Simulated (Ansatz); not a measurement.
## Pb(100) film of 3 layers: lattice stability ahead of a resistivity run

The plan: relax Pb(100) film of 3 layers, check its phonons, and, if the lattice is stable, compute its Eliashberg function and ρ(T).

Calculated with Ansatz 0.2.0; DFT PBE, scalar-relativistic, plane waves, PAW.

Most raw output is cut from this account.

### Step 1. The structure

The cell holds 3 atoms: 3 Pb. Its edges and angles: a = 3.500 Å, b = 3.500 Å, c = 15.950 Å, α = 90.0°, β = 90.0°, γ = 90.0°. It derives from Pb. Vacuum lies along c.

As a file:

```cif
data_structure
_symmetry_space_group_name_H-M 'P 1'
_symmetry_Int_Tables_number 1
_cell_length_a 3.5002
_cell_length_b 3.5002
_cell_length_c 15.9500
_cell_angle_alpha 90.000
_cell_angle_beta 90.000
_cell_angle_gamma 90.000
_cell_volume 195.41
loop_
_atom_site_label
_atom_site_type_symbol
_atom_site_fract_x
_atom_site_fract_y
_atom_site_fract_z
_atom_site_occupancy
Pb1 Pb 0.00000 0.00000 0.34483 1
Pb2 Pb 0.50000 0.50000 0.50000 1
Pb3 Pb 0.00000 0.00000 0.65517 1
```

### Step 2. Relaxing cell and atoms

The structure is brought to rest under this functional.

File input.yaml:

```yaml
crystal:
  lattice:
    - [3.50018, 0.0, 0.0]
    - [0.0, 3.50018, 0.0]
    - [0.0, 0.0, 15.95]
  atoms:
    - { symbol: Pb, position: [0.0, 0.0, 0.34482759] }
    - { symbol: Pb, position: [0.5, 0.5, 0.5] }
    - { symbol: Pb, position: [0.0, 0.0, 0.65517241] }
  periodic: [true, true, false]
kpoints:
  mp_grid: { grid: [8, 8, 1] }
hamiltonian:
  xc: pbe
scf:
  occupations: { method: gaussian, width: 0.1 }
output:
  forces: true
  stress: true
  eigenvalues: true
  write_density: true
  write_potential: true
  elf: true
  volumetric_format: npy
relax:
  adjacent_minimum: "off"
  f_tol: 0.005
  max_steps: 80
  cell: { stress_2d_tol: 0.02 }
```

The run is started by

```
$ ansatz run input.yaml --threads 4 --pin off --max-ram 16384MiB --backend cpu --events-out ev --progress --plain --runs-dir out
```

Elapsed: 27 s, on 4 threads of Arm Neoverse V1, shared host; peak memory 0.73 GiB; 1.7 min of CPU time.

The steps of the relaxation:

```tsv
step	energy less that of the first step (eV)	largest force component (eV/Å)	volume (Å³)
1	0.0000	0.0170	412.87
2	-0.0043	0.0267	408.91
3	-0.0078	0.1066	389.54
4	-0.0158	0.0103	387.20
5	-0.0161	0.0035	392.19
6	-0.0162	0.0007	391.08
7*	-0.0156	0.0007	391.08
```

Relaxation steps marked * repeat the geometry before them on a plane-wave basis chosen anew for their cell, so energy and pressure can jump there.

The run keeps the 16 symmetry operations that it works with, so distortions that break them were not tested.

```tsv
cell as run	before	after	change
a (Å)	3.500	3.407	-2.7 %
b (Å)	3.500	3.407	-2.7 %
```

The atoms that moved most (Å, along periodic axes as changes of fractional coordinates times the final cell, across vacuum about the mean position):

```tsv
atom	dx	dy	dz	length
Pb1	0.000	0.000	-0.130	0.130
Pb3	0.000	0.000	0.130	0.130
```

Final coordinates:

```xyz
3
Lattice="3.4066 0.0000 0.0000 0.0000 3.4066 0.0000 0.0000 0.0000 33.7000" Properties=species:S:1:pos:R:3
Pb    0.0000    0.0000    5.3698
Pb    1.7033    1.7033    7.9750
Pb    0.0000    0.0000   10.5802
```

Numbers from this step:

```
metallic on mesh  : yes
gap on the k-mesh : 0 eV
```

ELF in the ca plane at fractional y = 0.000, with atoms of Pb within 0.2 Å of it. It is the smooth field of the valence electrons, not physical close to the nuclei.

Values, 5 rows by 16 columns, each cell a mean:
```
0.00 0.00 0.04 0.29 0.42 0.17 0.32 0.18 0.16 0.30 0.19 0.37 0.35 0.07 0.01 0.00
0.00 0.00 0.02 0.16 0.36 0.37 0.28 0.19 0.19 0.25 0.36 0.38 0.21 0.04 0.00 0.00
0.00 0.00 0.02 0.09 0.25 0.31 0.25 0.20 0.20 0.24 0.30 0.28 0.12 0.02 0.00 0.00
0.00 0.00 0.03 0.20 0.40 0.37 0.29 0.19 0.18 0.27 0.36 0.40 0.26 0.04 0.00 0.00
0.00 0.00 0.05 0.30 0.40 0.08 0.32 0.18 0.16 0.31 0.12 0.34 0.36 0.07 0.01 0.00
```
Columns run along c (16.0 Å, from fractional 0.00 to 0.47 of the cell), rows up along a (3.4 Å). Atoms in or near the plane, at fractional coordinates: Pb at (0.16, 0.00), Pb at (0.31, 0.00).

Valence density in the ca plane at fractional y = 0.000, with atoms of Pb within 0.2 Å of it. It is the smooth field of the valence electrons, not physical close to the nuclei.

Values in units of 1e0 e/Å³, 5 rows by 16 columns, each cell a mean:
```
0.0 0.0 0.0 0.0 0.8 4.4 0.7 0.1 0.1 0.4 4.1 1.5 0.1 0.0 0.0 0.0
0.0 0.0 0.0 0.0 0.2 0.5 0.2 0.1 0.1 0.1 0.5 0.2 0.0 0.0 0.0 0.0
0.0 0.0 0.0 0.0 0.1 0.2 0.1 0.1 0.1 0.1 0.2 0.1 0.0 0.0 0.0 0.0
0.0 0.0 0.0 0.0 0.3 1.1 0.3 0.1 0.1 0.2 1.0 0.4 0.0 0.0 0.0 0.0
0.0 0.0 0.0 0.0 1.0 6.1 0.9 0.1 0.1 0.4 5.6 1.9 0.1 0.0 0.0 0.0
```
Columns run along c (16.0 Å, from fractional 0.00 to 0.47 of the cell), rows up along a (3.4 Å). Atoms in or near the plane, at fractional coordinates: Pb at (0.16, 0.00), Pb at (0.31, 0.00).

Electrostatic potential energy in the ca plane at fractional y = 0.000, with atoms of Pb within 0.2 Å of it. With pseudopotentials it is smooth inside the atoms' cores, unlike the true potential.

Values in eV, 5 rows by 16 columns, each cell a mean:
```
  0   0   0  -1 -20 -40 -19  -1  -1 -12 -40 -28  -2   0   0   0
  0   0   0  -1  -5 -16  -5  -2  -2  -3 -15  -7  -1   0   0   0
  0   0   0   0  -2  -4  -2  -2  -3  -2  -4  -2   0   0   0   0
  0   0   0  -1  -8 -26  -8  -2  -2  -5 -25 -13  -1   0   0   0
  0   0   0  -1 -23 -37 -22  -1  -1 -14 -38 -30  -2   0   0   0
```
Columns run along c (16.0 Å, from fractional 0.00 to 0.47 of the cell; values clipped at the 3rd and 97th percentile), rows up along a (3.4 Å). Atoms in or near the plane, at fractional coordinates: Pb at (0.16, 0.00), Pb at (0.31, 0.00).

The relaxation ends with a largest force component of 6.6e-4 eV/Å.

### Step 3. Tight relaxation

Residual forces and stress shift phonon frequencies, so the cell is relaxed again, with tight thresholds and the mesh and smearing of this input.

input.yaml, the sections that differ from step 2:

```yaml
crystal:
  lattice:
    - [3.406570463, 0.0, 0.0]
    - [0.0, 3.406570463, 0.0]
    - [0.0, 0.0, 33.699999758]
  atoms:
    - { symbol: Pb, position: [0.0, 0.0, 0.1593415185] }
    - { symbol: Pb, position: [0.5, 0.5, 0.236646886] }
    - { symbol: Pb, position: [0.0, 0.0, 0.3139522535] }
  periodic: [true, true, false]
scf:
  occupations: { method: methfessel_paxton, width: 0.2 }
relax:
  adjacent_minimum: "off"
  f_tol: 0.001
  max_steps: 60
  cell: { stress_2d_tol: 0.002 }
# kpoints, hamiltonian, output: as in step 2
```

It took 23 s on 4 threads; peak memory 0.73 GiB.

Little changed from the start: no atom moved by 0.005 Å and no cell edge by 0.1 %.

ELF in the ca plane at fractional y = 0.000, with atoms of Pb within 0.2 Å of it. It is the smooth field of the valence electrons, not physical close to the nuclei.

Values, 5 rows by 16 columns, each cell a mean:
```
0.00 0.00 0.04 0.29 0.42 0.17 0.32 0.18 0.16 0.30 0.19 0.37 0.35 0.07 0.01 0.00
0.00 0.00 0.02 0.16 0.36 0.37 0.28 0.19 0.19 0.25 0.36 0.38 0.21 0.04 0.00 0.00
0.00 0.00 0.02 0.09 0.26 0.30 0.25 0.20 0.20 0.24 0.30 0.28 0.12 0.02 0.00 0.00
0.00 0.00 0.03 0.20 0.40 0.37 0.29 0.19 0.18 0.27 0.36 0.40 0.26 0.05 0.00 0.00
0.00 0.00 0.05 0.31 0.40 0.08 0.32 0.17 0.16 0.31 0.12 0.34 0.37 0.07 0.01 0.00
```
Columns run along c (16.0 Å, from fractional 0.00 to 0.47 of the cell), rows up along a (3.4 Å). Atoms in or near the plane, at fractional coordinates: Pb at (0.16, 0.00), Pb at (0.31, 0.00).

Valence density in the ca plane at fractional y = 0.000, with atoms of Pb within 0.2 Å of it. It is the smooth field of the valence electrons, not physical close to the nuclei.

Values in units of 1e0 e/Å³, 5 rows by 16 columns, each cell a mean:
```
0.0 0.0 0.0 0.0 0.8 4.4 0.7 0.1 0.1 0.4 4.1 1.5 0.1 0.0 0.0 0.0
0.0 0.0 0.0 0.0 0.2 0.5 0.2 0.1 0.1 0.1 0.5 0.3 0.0 0.0 0.0 0.0
0.0 0.0 0.0 0.0 0.1 0.2 0.1 0.1 0.1 0.1 0.2 0.1 0.0 0.0 0.0 0.0
0.0 0.0 0.0 0.0 0.3 1.1 0.3 0.1 0.1 0.2 1.0 0.4 0.0 0.0 0.0 0.0
0.0 0.0 0.0 0.0 1.0 6.1 0.9 0.1 0.1 0.4 5.6 1.9 0.1 0.0 0.0 0.0
```
Columns run along c (16.0 Å, from fractional 0.00 to 0.47 of the cell), rows up along a (3.4 Å). Atoms in or near the plane, at fractional coordinates: Pb at (0.16, 0.00), Pb at (0.31, 0.00).

Electrostatic potential energy in the ca plane at fractional y = 0.000, with atoms of Pb within 0.2 Å of it. With pseudopotentials it is smooth inside the atoms' cores, unlike the true potential.

Ten even steps from '0' (-45 eV) to '9' (0 eV), each cell a mean:
```
99999999999840120389999998601201699999999999
99999999999872001689999999840004899999999999
99999999999987657899999999986568999999999999
99999999999999889999999999998899999999999999
99999999999999999999999999999999999999999999
99999999999998888999999999988888999999999999
99999999999985224799999999863136899999999999
99999999999850000489999999720002799999999999
99999999999830330279999998601410699999999999
```
Columns run along c (16.0 Å, from fractional 0.00 to 0.47 of the cell; values clipped at the 3rd and 97th percentile), rows up along a (3.4 Å). Atoms in or near the plane, at fractional coordinates: Pb at (0.16, 0.00), Pb at (0.31, 0.00).

### Step 4. Phonons: q 2×2×1, k 4×4×1

Couplings are defined for a stable lattice alone, so phonons come first.

File input.yaml:

```yaml
crystal:
  lattice:
    - [3.4036355663, 0.0, 0.0]
    - [0.0, 3.4036355663, 0.0]
    - [0.0, 0.0, 33.699999758]
  atoms:
    - { symbol: Pb, position: [0.0, 0.0, 0.1591966224] }
    - { symbol: Pb, position: [0.5, 0.5, 0.236646886] }
    - { symbol: Pb, position: [0.0, 0.0, 0.3140971496] }
  periodic: [true, true, false]
kpoints:
  mp_grid: { grid: [4, 4, 1] }
hamiltonian:
  xc: pbe
scf:
  occupations: { method: methfessel_paxton, width: 0.2 }
output:
  eigenvalues: true
phonons:
  method: dfpt
  qmesh: [2, 2, 1]
  temperatures: { t_max: 1000, t_step: 50 }
  qpath:
    path: [[0.0, 0.0, 0.0], [0.0, 0.5, 0.0], [0.5, 0.5, 0.0], [0.0, 0.0, 0.0]]
    npoints: 10
```

It took 75 s on 4 threads; peak memory 2.4 GiB.

Numbers from this step:

* share of imaginary modes in the plain interpolation between solved wavevectors: 0.0231
* highest frequency, solved or plainly interpolated: 95.02 cm⁻¹

Solved on the 2×2×1 mesh alone; all other wavevectors are interpolated. The phonon branches at the labelled points (cm⁻¹):

```tsv
point	branch 1	branch 2	branch 3	branch 4	branch 5	branch 6	branch 7	branch 8	branch 9
Γ	0	0	0	26	26	45	45	45	52
halfway	8	18	21	27	42	45	46	61	74
X	-23	28	30	32	35	44	47	85	91
halfway	21	37	44	44	47	50	59	84	92
M	-10	46	50	58	58	58	58	95	95
halfway	22	32	33	44	46	47	57	73	76
Γ	0	0	0	26	26	45	45	45	52
```

Lowest modes at the softest wavevector of the mesh. Modes at q = (0.500, 0.000, 0.000) (negative means imaginary):

```tsv
mode	frequency (cm⁻¹)
1	-23.4
2	27.5
3	30.2
4	31.8
5	35.4
6	44.5
```

Displacements in mode 1 (-23.4 cm⁻¹), the largest set to 1, in the home cell:
```
Pb1  0.00 -1.00  0.00
Pb2  0.00  0.00  0.00
Pb3  0.00  1.00  0.00
```

Displacements in mode 4 (31.8 cm⁻¹), the largest set to 1, in the home cell:
```
Pb1 0.00 0.00 1.00
Pb2 0.00 0.00 0.00
Pb3 0.00 0.00 1.00
```

Among the solved wavevectors the lowest mode, translations apart, is -23.4 cm⁻¹, imaginary.

### Step 5. Lattice stability: q 2×2×1, k 6×6×1

An imaginary mode on so few k-points may come from the sampling, so the phonons are repeated with another k mesh.

Edit input.yaml of step 4 so:

```diff
@@ -11,3 +11,3 @@
 kpoints:
-  mp_grid: { grid: [4, 4, 1] }
+  mp_grid: { grid: [6, 6, 1] }
 hamiltonian:
```

The mesh is denser.

Run time: 2.1 min. Hardware: 4 threads; peak memory 1.2 GiB; 7.9 min of CPU time.

This step gave:

| Property | Result |
| --- | --- |
| share of imaginary modes in the plain interpolation between solved wavevectors | 0.1676 |
| highest frequency, solved or plainly interpolated | 86.5 cm⁻¹ |

Solved on the 2×2×1 mesh alone; all other wavevectors are interpolated. Phonon branches along the path, in cm⁻¹:

```tsv
point	branch 1	branch 2	branch 3	branch 4	branch 5	branch 6	branch 7	branch 8	branch 9
Γ	0	0	0	9	9	39	39	40	74
halfway	-28	-19	-6	32	32	35	44	67	68
X	-31	-29	12	19	26	38	59	63	86
halfway	-23	8	23	24	26	47	55	56	81
M	-16	21	31	31	31	35	35	75	75
halfway	-32	21	26	30	36	36	60	60	63
Γ	0	0	0	9	9	39	39	40	74
```

Lowest modes at the softest wavevector of the mesh. Modes at q = (0.000, 0.500, 0.000) (negative means imaginary):

```tsv
mode	frequency (cm⁻¹)
1	-31.0
2	-28.8
3	11.9
4	19.0
5	26.1
6	37.8
```

Displacements in mode 1 (-31.0 cm⁻¹), the largest set to 1, in the home cell:
```
Pb1  0.00  0.70  0.00
Pb2  0.00  0.00  1.00
Pb3  0.00 -0.70  0.00
```

Displacements in mode 6 (37.8 cm⁻¹), the largest set to 1, in the home cell:
```
Pb1 0.00 0.00 1.00
Pb2 0.00 0.00 0.00
Pb3 0.00 0.00 1.00
```

The modes, Pb has structure finer than the step of the table below, so its rows give means over 5 cm⁻¹, whole bins alone (the curve runs from -41.9 to 98.7 cm⁻¹). Peaks (cm⁻¹: height): -29.5: 0.116, 25.3: 0.183, 62.5: 0.0990.

Phonopy on the run's constants, 17x17x1 mesh, Gaussian sigma 2.0 cm⁻¹. The modes, Pb by wavenumber; means over each step:

```tsv
wavenumber (cm⁻¹)	modes, Pb (1/cm⁻¹/cell)
-35	0.0206
-30	0.102
-25	0.0654
-20	0.0399
-15	0.0301
-10	0.0241
-5	0.0192
0	0.0132
5	0.0205
10	0.0608
15	0.0597
20	0.112
25	0.176
30	0.175
35	0.166
40	0.115
45	0.0772
50	0.0697
55	0.0878
60	0.0849
65	0.0840
70	0.0678
75	0.0597
80	0.0415
85	0.0252
90	0.00271
95	6.8e-6
```

No LO-TO term; unit eigenvectors of the mass-weighted matrix. Modes at Γ:

```tsv
mode	frequency (cm⁻¹)	symmetry
1	0.0	unnamed
2	0.0	unnamed
3	0.0	unnamed
4	8.6	Eg
5	8.6	Eg
6	38.9	unnamed
7	38.9	unnamed
8	40.2	unnamed
9	74.2	A2u
```

Displacements in mode 6 (38.9 cm⁻¹), the largest set to 1:
```
Pb1 -0.08 -0.50  0.00
Pb2  0.16  1.00  0.00
Pb3 -0.08 -0.50  0.00
```

Displacements in mode 8 (40.2 cm⁻¹), the largest set to 1:
```
Pb1  0.00  0.00  1.00
Pb2  0.00  0.00  0.00
Pb3  0.00  0.00 -1.00
```

Among the solved wavevectors the lowest mode, translations apart, is -31 cm⁻¹, imaginary.

### Step 6. Summary of results

```
phonon run of the rows without a label of their own : PBE, q 2×2×1, k 6×6×1
softest mode on the q mesh                          : -31 cm⁻¹ at q = (0, 0.5, 0)
highest frequency, solved or plainly interpolated   : 86.5 cm⁻¹
```

In words: The lattice is dynamically unstable at this level: a mode at q = (0, 0.5, 0) is imaginary, 31i cm⁻¹, so no harmonic coupling constant or resistivity is defined for this structure. These meshes are coarse, and single modes of a metal can move by tens of cm⁻¹ with the k mesh. The mode is weak and these meshes are coarse, so a denser k mesh or another smearing could remove it. Spin–orbit coupling, left out here, matters for Pb. The structure was built by hand as an ordered model, and its stability against other phases was not tested.

[Logs are printed without paths, hosts, clocks, repeated set-up lines and the standing remarks that a program may print on its own settings, such as how far it seeks lower states.]

[Hosts, paths, dates, database ids (printed as entryN), source tags and the programs' standing remarks are cut or masked in the printed files.]
